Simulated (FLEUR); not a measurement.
# Collinear magnetic orders of VOs with FLEUR, part 2 of 2

A self-consistent run ends on one state, which hangs on the start. Several orders of VOs are started in FLEUR and their energies compared.

FLEUR MaX-R8.1; LDA (VWN); all-electron FLAPW, Dirac cores, scalar-relativistic bands.

So far. Step 2 (Order 1, typed as ferro ++): After 35 cycles the seed has died away: no moment is left. Step 3 (Start 2: antiferro q=(0,0,1/2) +-+-): It ends in the same state without moments as the first start; the 2.1e-6 meV a seeded atom between them is numerical noise.

## (4) Start 3: antiferro q=(1/2,1/2,1/2) +-+-

Reversing part of the moments tests the sign of the couplings between them.

The cell is doubled to 4 atoms to hold this order. The mesh is halved along the doubled vector, so that both cells sample the same points. The k list default-1 (kpts.xml, not shown) is a Γ-centred 5×10×10 mesh.

Contents of inp.xml:

```
<?xml version="1.0" encoding="UTF-8" standalone="no"?>
<fleurInput fleurInputVersion="0.39">
   <comment>
      VOs
   </comment>
   <calculationSetup>
      <cutoffs Kmax="3.6" Gmax="10.8" GmaxXC="10.8" numbands="0"/>
      <scfLoop itmax="90" minDistance="0.00002" maxIterBroyd="15" imix="Anderson" alpha="0.05" precondParam="0.5" spinf="2.0" sdNocoIR="T"/>
      <coreElectrons ctail="T" frcor="F" kcrel="0" coretail_lmax="0"/>
      <xcFunctional name="vwn" relativisticCorrections="F"/>
      <magnetism jspins="2"/>
      <soc l_soc="F" theta="0.0" phi="0.0" spav="F"/>
      <expertModes spex="0" secvar="F"/>
      <geometryOptimization l_f="F" forcealpha="1.0" forcemix="BFGS" epsdisp="0.00001" epsforce="0.00001"/>
      <ldaU l_linMix="F" mixParam="0.05" spinf="1.0"/>
   </calculationSetup>
   <cell>
      <bzIntegration valenceElectrons="54.0" mode="hist" fermiSmearingEnergy="0.00293995">
         <kPointListSelection listName="default-1"/>
         <xi:include xmlns:xi="http://www.w3.org/2001/XInclude" href="kpts.xml"> </xi:include>
      </bzIntegration>
      <xi:include xmlns:xi="http://www.w3.org/2001/XInclude" href="sym.xml"> </xi:include>
      <bulkLattice scale="1.0">
         <bravaisMatrix>
            <row-1>   11.4009958396028193     0.0000000000000000     0.0000000000000000</row-1>
            <row-2>    5.7004979198014096     5.7004979198014096     0.0000000000000000</row-2>
            <row-3>    5.7004979198014096     0.0000000000000000     5.7004979198014096</row-3>
         </bravaisMatrix>
      </bulkLattice>
   </cell>
   <atomSpecies>
      <species name="Vanadium (1.501" element="V" atomicNumber="23">
         <mtSphere radius="2.41" gridPoints="797" logIncrement="0.015"/>
         <atomicCutoffs lmax="10" lnonsphr="8"/>
         <electronConfig flipSpins="F">
            <coreConfig>(1s1/2) (2s1/2) (2p1/2) (2p3/2)</coreConfig>
            <valenceConfig>(3s1/2) (3p1/2) (3p3/2) (4s1/2) (3d3/2) (3d5/2)</valenceConfig>
            <stateOccupation state="(3d3/2)" spinUp="0.6" spinDown="0.6"/>
            <stateOccupation state="(3d5/2)" spinUp="1.6505" spinDown="0.1495"/>
         </electronConfig>
         <energyParameters s="4" p="4" d="3" f="4"/>
         <lo type="SCLO" l="0" n="3" eDeriv="0"/>
         <lo type="SCLO" l="1" n="3" eDeriv="0"/>
      </species>
      <species name="Vanadium (-1.501" element="V" atomicNumber="23">
         <mtSphere radius="2.41" gridPoints="797" logIncrement="0.015"/>
         <atomicCutoffs lmax="10" lnonsphr="8"/>
         <electronConfig flipSpins="F">
            <coreConfig>(1s1/2) (2s1/2) (2p1/2) (2p3/2)</coreConfig>
            <valenceConfig>(3s1/2) (3p1/2) (3p3/2) (4s1/2) (3d3/2) (3d5/2)</valenceConfig>
            <stateOccupation state="(3d3/2)" spinUp="0.6" spinDown="0.6"/>
            <stateOccupation state="(3d5/2)" spinUp="0.1495" spinDown="1.6505"/>
         </electronConfig>
         <energyParameters s="4" p="4" d="3" f="4"/>
         <lo type="SCLO" l="0" n="3" eDeriv="0"/>
         <lo type="SCLO" l="1" n="3" eDeriv="0"/>
      </species>
      <species name="Osmium (Os1.000" element="Os" atomicNumber="76">
         <mtSphere radius="2.41" gridPoints="797" logIncrement="0.017"/>
         <atomicCutoffs lmax="10" lnonsphr="8"/>
         <electronConfig flipSpins="F">
            <coreConfig>(1s1/2) (2s1/2) (2p1/2) (2p3/2) (3s1/2) (3p1/2) (3p3/2) (4s1/2) (3d3/2) (3d5/2) (4p1/2) (4p3/2) (5s1/2) (4d3/2) (4d5/2) (4f5/2) (4f7/2)</coreConfig>
            <valenceConfig>(5p1/2) (5p3/2) (6s1/2) (5d3/2) (5d5/2)</valenceConfig>
            <stateOccupation state="(5d3/2)" spinUp="1.2" spinDown="1.2"/>
            <stateOccupation state="(5d5/2)" spinUp="2.3" spinDown="1.3"/>
         </electronConfig>
         <energyParameters s="6" p="6" d="5" f="5"/>
         <lo type="SCLO" l="1" n="5" eDeriv="0"/>
      </species>
      <species name="Osmium (Os-1.000" element="Os" atomicNumber="76">
         <mtSphere radius="2.41" gridPoints="797" logIncrement="0.017"/>
         <atomicCutoffs lmax="10" lnonsphr="8"/>
         <electronConfig flipSpins="F">
            <coreConfig>(1s1/2) (2s1/2) (2p1/2) (2p3/2) (3s1/2) (3p1/2) (3p3/2) (4s1/2) (3d3/2) (3d5/2) (4p1/2) (4p3/2) (5s1/2) (4d3/2) (4d5/2) (4f5/2) (4f7/2)</coreConfig>
            <valenceConfig>(5p1/2) (5p3/2) (6s1/2) (5d3/2) (5d5/2)</valenceConfig>
            <stateOccupation state="(5d3/2)" spinUp="1.2" spinDown="1.2"/>
            <stateOccupation state="(5d5/2)" spinUp="1.3" spinDown="2.3"/>
         </electronConfig>
         <energyParameters s="6" p="6" d="5" f="5"/>
         <lo type="SCLO" l="1" n="5" eDeriv="0"/>
      </species>
   </atomSpecies>
   <atomGroups>
      <atomGroup species="Vanadium (1.501">
         <relPos label="                   1">.0000000000 .0000000000 .0000000000</relPos>
         <force calculate="T" relaxXYZ="TTT"/>
      </atomGroup>
      <atomGroup species="Vanadium (-1.501">
         <relPos label="                   2">1.000/2.000 .0000000000 .0000000000</relPos>
         <force calculate="T" relaxXYZ="TTT"/>
      </atomGroup>
      <atomGroup species="Osmium (Os1.000">
         <relPos label="                   3">-1.000/4.000 1.000/2.000 1.000/2.000</relPos>
         <force calculate="T" relaxXYZ="TTT"/>
      </atomGroup>
      <atomGroup species="Osmium (Os-1.000">
         <relPos label="                   4">1.000/4.000 1.000/2.000 1.000/2.000</relPos>
         <force calculate="T" relaxXYZ="TTT"/>
      </atomGroup>
   </atomGroups>
   <output dos="F" band="F" slice="F">
      <bandDOS minEnergy="-.5*Htr" maxEnergy="0.5*Htr" sigma="0.015" storeEVData="T"/>
      <plotting iplot="0" polar="F">
         <plot TwoD="T" vec1="  1.0  0.0  0.0" vec2="  0.0  1.0  0.0" vec3="  0.0  0.0  1.0" zero="  0.0  0.0  0.0" file="plot"/>
      </plotting>
      <moessbauerParams electricFieldGradient="F" isomerShift="F" coreHyperfine="F" valenceHyperfine="F"/>
   </output>
</fleurInput>
```

Contents of crystal.txt:

```
VOs
&input film=F cartesian=F /
6.03314718000  0.00000000000  0.00000000000
3.01657359000  3.01657359000  0.00000000000
3.01657359000  0.00000000000  3.01657359000
1.8897261246
1.0 1.0 1.0

4
23 0.00000000000  0.00000000000  0.00000000000 : 1.501
23 0.50000000000  0.00000000000  0.00000000000 : -1.501
76 0.75000000000  0.50000000000  0.50000000000 : 1.000
76 0.25000000000  0.50000000000  0.50000000000 : -1.000

&kpt div1=5 div2=10 div3=10 gamma=T /
```

On the command line:

```bash
$ OMP_NUM_THREADS=1 inpgen -f crystal.txt > inpgen.log  # inp.xml is then edited as shown
$ OMP_NUM_THREADS=1 mpirun -n 2 fleur_MPI > fleur.log
```

The log of the run:

```text
[banner, memory and clock lines left out]
Welcome to FLEUR        (www.flapw.de)
      MaX-Release 8.1          (www.max-centre.eu)

 ========== k-point set info ==========
 Selected k-point list: default-1
 k-point list type: mesh
 0 x 0 x 0
 Number of k points: 64

 [... set-up left out ...]
 Iteration:     1   Distance:      15.93925028 me/bohr^3
 Iteration:     2   Distance:      15.19906092 me/bohr^3
 Iteration:     3   Distance:       8.81016830 me/bohr^3
 Iteration:     4   Distance:       7.67130853 me/bohr^3
 Iteration:     5   Distance:       9.29287869 me/bohr^3
[...]
<sumOfEigenvalues value="   -22261.8885559795">
               <coreElectrons value="-22240.2452533332"/>
               <valenceElectrons value="-21.6433026464"/>
            </sumOfEigenvalues>
         [... left out ...]
            <freeEnergy value="-36439.2489763524"/>
            <extrapolationTo0K value="-36439.2468937016"/>
         </totalEnergy>
         <densityConvergence units="me/bohr^3">
            <chargeDensity spin="1" distance="0.0000088667"/>
            <chargeDensity spin="2" distance="0.0000088252"/>
            <overallChargeDensity distance="0.0000137895"/>
            <spinDensity distance="0.0000110841"/>
         </densityConvergence>
      </iteration>
```

Wall time 3.4 min (2 MPI ranks of Arm Neoverse V2, shared host); peak memory 0.22 GiB.

The spin moment in the muffin-tin sphere vanishes on all atoms.

Numbers from this step:

- free energy: -991562.4784 eV
- program's band gap on this mesh (in a metal only a level spacing): 0 eV
- final state: non-magnetic

It ends in the same state without moments as the first start; the 1.0e-4 meV a seeded atom between them is numerical noise.

## (5) Order 4, typed as antiferro q=(0,1/2,1/2) +-+-

Reversing part of the moments tests the sign of the couplings between them.

The cell is doubled to 4 atoms to hold this order. The mesh is halved along the doubled vector, so that both cells sample the same points. The k list default-1 (kpts.xml, not shown) is a Γ-centred 10×5×10 mesh.

inp.xml: that of step 4 with these lines changed.

```diff
@@ -24,5 +24,5 @@
          <bravaisMatrix>
-            <row-1>   11.4009958396028193     0.0000000000000000     0.0000000000000000</row-1>
-            <row-2>    5.7004979198014096     5.7004979198014096     0.0000000000000000</row-2>
-            <row-3>    5.7004979198014096     0.0000000000000000     5.7004979198014096</row-3>
+            <row-1>    5.7004979198014096     0.0000000000000000     0.0000000000000000</row-1>
+            <row-2>    0.0000000000000000    11.4009958396028193     0.0000000000000000</row-2>
+            <row-3>    0.0000000000000000     5.7004979198014096     5.7004979198014096</row-3>
          </bravaisMatrix>
@@ -88,3 +88,3 @@
       <atomGroup species="Vanadium (-1.501">
-         <relPos label="                   2">1.000/2.000 .0000000000 .0000000000</relPos>
+         <relPos label="                   2">.0000000000 1.000/2.000 .0000000000</relPos>
          <force calculate="T" relaxXYZ="TTT"/>
@@ -92,3 +92,3 @@
       <atomGroup species="Osmium (Os1.000">
-         <relPos label="                   3">-1.000/4.000 1.000/2.000 1.000/2.000</relPos>
+         <relPos label="                   3">1.000/2.000 .0000000000 1.000/2.000</relPos>
          <force calculate="T" relaxXYZ="TTT"/>
@@ -96,3 +96,3 @@
       <atomGroup species="Osmium (Os-1.000">
-         <relPos label="                   4">1.000/4.000 1.000/2.000 1.000/2.000</relPos>
+         <relPos label="                   4">1.000/2.000 1.000/2.000 1.000/2.000</relPos>
          <force calculate="T" relaxXYZ="TTT"/>
```

Contents of crystal.txt:

```
VOs
&input film=F cartesian=F /
3.01657359000  0.00000000000  0.00000000000
0.00000000000  6.03314718000  0.00000000000
0.00000000000  3.01657359000  3.01657359000
1.8897261246
1.0 1.0 1.0

4
23 0.00000000000  0.00000000000  0.00000000000 : 1.501
23 0.00000000000  0.50000000000  0.00000000000 : -1.501
76 0.50000000000  0.00000000000  0.50000000000 : 1.000
76 0.50000000000  0.50000000000  0.50000000000 : -1.000

&kpt div1=10 div2=5 div3=10 gamma=T /
```

The log of the run:

```text
[banner, memory and clock lines left out]
Welcome to FLEUR        (www.flapw.de)
      MaX-Release 8.1          (www.max-centre.eu)

 ========== k-point set info ==========
 Selected k-point list: default-1
 k-point list type: mesh
 10 x 5 x 10
 Number of k points: 156

 [... set-up left out ...]
 Iteration:     1   Distance:      15.51715776 me/bohr^3
 Iteration:     2   Distance:      14.06704634 me/bohr^3
 Iteration:     3   Distance:       7.73278674 me/bohr^3
 Iteration:     4   Distance:       6.72246113 me/bohr^3
 Iteration:     5   Distance:       7.54676057 me/bohr^3
[...]
<sumOfEigenvalues value="   -22261.8885595880">
               <coreElectrons value="-22240.2452561518"/>
               <valenceElectrons value="-21.6433034362"/>
            </sumOfEigenvalues>
         [... left out ...]
            <freeEnergy value="-36439.2489763537"/>
            <extrapolationTo0K value="-36439.2468937027"/>
         </totalEnergy>
         <densityConvergence units="me/bohr^3">
            <chargeDensity spin="1" distance="0.0000043765"/>
            <chargeDensity spin="2" distance="0.0000066281"/>
            <overallChargeDensity distance="0.0000068166"/>
            <spinDensity distance="0.0000089277"/>
         </densityConvergence>
      </iteration>
```

Run time: 6.8 min. Hardware: 2 MPI ranks; peak memory 0.28 GiB; 14 min of CPU time.

This step gave:

| Property | Result |
| --- | --- |
| free energy | -991562.4784 eV |
| program's band gap on this mesh (in a metal only a level spacing) | 0 eV |
| final state | non-magnetic |

It ends in the same state without moments as the first start; the 9.2e-5 meV a seeded atom between them is numerical noise.

## (6) Order 5, typed as no spin polarisation

Without spin polarisation no moment can form, so the difference from the other runs is what forming moments gains.

The k list default-1 (kpts.xml, not shown) is a Γ-centred 10×10×10 mesh.

Contents of inp.xml:

```
<?xml version="1.0" encoding="UTF-8" standalone="no"?>
<fleurInput fleurInputVersion="0.39">
   <comment>
      VOs
   </comment>
   <calculationSetup>
      <cutoffs Kmax="3.6" Gmax="10.8" GmaxXC="10.8" numbands="0"/>
      <scfLoop itmax="90" minDistance="0.00002" maxIterBroyd="15" imix="Anderson" alpha="0.05" precondParam="0.5" spinf="2.0" sdNocoIR="T"/>
      <coreElectrons ctail="T" frcor="F" kcrel="0" coretail_lmax="0"/>
      <xcFunctional name="vwn" relativisticCorrections="F"/>
      <magnetism jspins="1"/>
      <soc l_soc="F" theta="0.0" phi="0.0" spav="F"/>
      <expertModes spex="0" secvar="F"/>
      <geometryOptimization l_f="F" forcealpha="1.0" forcemix="BFGS" epsdisp="0.00001" epsforce="0.00001"/>
      <ldaU l_linMix="F" mixParam="0.05" spinf="1.0"/>
   </calculationSetup>
   <cell>
      <bzIntegration valenceElectrons="27.0" mode="hist" fermiSmearingEnergy="0.00293995">
         <kPointListSelection listName="default-1"/>
         <xi:include xmlns:xi="http://www.w3.org/2001/XInclude" href="kpts.xml"> </xi:include>
      </bzIntegration>
      <xi:include xmlns:xi="http://www.w3.org/2001/XInclude" href="sym.xml"> </xi:include>
      <bulkLattice scale="1.0">
         <bravaisMatrix>
            <row-1>    5.7004979198014096     0.0000000000000000     0.0000000000000000</row-1>
            <row-2>    0.0000000000000000     5.7004979198014096     0.0000000000000000</row-2>
            <row-3>    0.0000000000000000     0.0000000000000000     5.7004979198014096</row-3>
         </bravaisMatrix>
      </bulkLattice>
   </cell>
   <atomSpecies>
      <species name="Vanadium (V)" element="V" atomicNumber="23">
         <mtSphere radius="2.41" gridPoints="797" logIncrement="0.015"/>
         <atomicCutoffs lmax="10" lnonsphr="8"/>
         <electronConfig flipSpins="F">
            <coreConfig>(1s1/2) (2s1/2) (2p1/2) (2p3/2)</coreConfig>
            <valenceConfig>(3s1/2) (3p1/2) (3p3/2) (4s1/2) (3d3/2) (3d5/2)</valenceConfig>
            <stateOccupation state="(3d3/2)" spinUp="0.600000" spinDown="0.600000"/>
            <stateOccupation state="(3d5/2)" spinUp="0.900000" spinDown="0.900000"/>
         </electronConfig>
         <energyParameters s="4" p="4" d="3" f="4"/>
         <lo type="SCLO" l="0" n="3" eDeriv="0"/>
         <lo type="SCLO" l="1" n="3" eDeriv="0"/>
      </species>
      <species name="Osmium (Os)" element="Os" atomicNumber="76">
         <mtSphere radius="2.41" gridPoints="797" logIncrement="0.017"/>
         <atomicCutoffs lmax="10" lnonsphr="8"/>
         <electronConfig flipSpins="F">
            <coreConfig>(1s1/2) (2s1/2) (2p1/2) (2p3/2) (3s1/2) (3p1/2) (3p3/2) (4s1/2) (3d3/2) (3d5/2) (4p1/2) (4p3/2) (5s1/2) (4d3/2) (4d5/2) (4f5/2) (4f7/2)</coreConfig>
            <valenceConfig>(5p1/2) (5p3/2) (6s1/2) (5d3/2) (5d5/2)</valenceConfig>
            <stateOccupation state="(5d3/2)" spinUp="1.200000" spinDown="1.200000"/>
            <stateOccupation state="(5d5/2)" spinUp="1.800000" spinDown="1.800000"/>
         </electronConfig>
         <energyParameters s="6" p="6" d="5" f="5"/>
         <lo type="SCLO" l="1" n="5" eDeriv="0"/>
      </species>
   </atomSpecies>
   <atomGroups>
      <atomGroup species="Vanadium (V)">
         <relPos label="                   1">.0000000000 .0000000000 .0000000000</relPos>
         <force calculate="T" relaxXYZ="TTT"/>
      </atomGroup>
      <atomGroup species="Osmium (Os)">
         <relPos label="                   2">1.000/2.000 1.000/2.000 1.000/2.000</relPos>
         <force calculate="T" relaxXYZ="TTT"/>
      </atomGroup>
   </atomGroups>
   <output dos="F" band="F" slice="F">
      <bandDOS minEnergy="-.5*Htr" maxEnergy="0.5*Htr" sigma="0.015" storeEVData="T"/>
      <plotting iplot="0" polar="F">
         <plot TwoD="T" vec1="  1.0  0.0  0.0" vec2="  0.0  1.0  0.0" vec3="  0.0  0.0  1.0" zero="  0.0  0.0  0.0" file="plot"/>
      </plotting>
      <moessbauerParams electricFieldGradient="F" isomerShift="F" coreHyperfine="F" valenceHyperfine="F"/>
   </output>
</fleurInput>
```

Contents of crystal.txt:

```
VOs
&input film=F cartesian=F /
3.01657359000  0.00000000000  0.00000000000
0.00000000000  3.01657359000  0.00000000000
0.00000000000  0.00000000000  3.01657359000
1.8897261246
1.0 1.0 1.0

2
23 0.00000000000  0.00000000000  0.00000000000
76 0.50000000000  0.50000000000  0.50000000000

&kpt div1=10 div2=10 div3=10 gamma=T /
```

The log of the run:

```text
[banner, memory and clock lines left out]
Welcome to FLEUR        (www.flapw.de)
      MaX-Release 8.1          (www.max-centre.eu)

 ========== k-point set info ==========
 Selected k-point list: default-1
 k-point list type: mesh
 10 x 10 x 10
 Number of k points: 56

 [... set-up left out ...]
 Iteration:     1   Distance:      16.05872989 me/bohr^3
 Iteration:     2   Distance:      14.60119861 me/bohr^3
 Iteration:     3   Distance:       7.04347391 me/bohr^3
 Iteration:     4   Distance:       6.60670286 me/bohr^3
 Iteration:     5   Distance:       8.14081258 me/bohr^3
[...]
<FermiEnergy value="0.5264737093" units="Htr"/>
         [... left out ...]
         <totalEnergy value="   -18219.6224055950" units="Htr">
            <sumOfEigenvalues value="   -11130.9443063144">
               <coreElectrons value="-11120.1226481857"/>
               <valenceElectrons value="-10.8216581288"/>
            </sumOfEigenvalues>
         [... left out ...]
            <freeEnergy value="-18219.6244881832"/>
            <extrapolationTo0K value="-18219.6234468891"/>
         </totalEnergy>
         <densityConvergence units="me/bohr^3">
            <chargeDensity spin="1" distance="0.0000113868"/>
         </densityConvergence>
      </iteration>
```

Wall time 9.3 s (2 MPI ranks); peak memory 0.1 GiB; 18 s of CPU time.

This step gave:

```
free energy                                                       : -495781.2392 eV
program's band gap on this mesh (in a metal only a level spacing) : 0.04542 eV
final state                                                       : non-magnetic (no spin polarisation)
```

It ends in the same state without moments as the first start; the 5.4e-6 meV a seeded atom between them is numerical noise.

## (7) The states side by side

Free energies are divided by the number of seeded atoms, so that cells of unlike size compare. Wavevectors q in the names are fractions of the primitive cell's reciprocal vectors.

Orders:

| start | final state | typed order kept | energy over the lowest (meV a seeded atom) | largest sphere moment (μB) | net moment (μB a primitive cell) | mesh matched | CPU time (s) |
| --- | --- | --- | --- | --- | --- | --- | --- |
| ferro ++ | non-magnetic | no | 0 | 0 | 0 | yes | 65.32 |
| antiferro q=(0,0,1/2) +-+- | non-magnetic | no | 0 | 0 | 0 | yes | 392.5 |
| antiferro q=(1/2,1/2,1/2) +-+- | non-magnetic | no | 1.03e-4 | 0 | 0 | yes | 404.4 |
| antiferro q=(0,1/2,1/2) +-+- | non-magnetic | no | 9.39e-5 | 0 | 0 | yes | 815.6 |
| no spin polarisation | non-magnetic | - | 0 | 0 | 0 | yes | 18.38 |

## (8) Summary of results

* lowest state found: non-magnetic (typed antiferro q=(0,0,1/2) +-+-)
* largest site spin moment: 0 μB

What this shows: The lowest state carries no moment above 0.15 μB, and no start kept one. This is the lowest of 5 finished starts, no proof of the ground state.

[Logs and program files are shortened in this print: banners, set-up blocks, solver, clock and traceback lines can be left out without a mark of their own.]

[Logs are printed without paths, hosts, clocks, repeated set-up lines and the standing remarks that a program may print on its own settings, such as how far it seeks lower states.]

[Hosts, paths, dates, database ids (printed as entryN), source tags and the programs' standing remarks are cut or masked in the printed files.]

[Where a cell is said to come from a database of computed structures, the database is the Materials Project.]
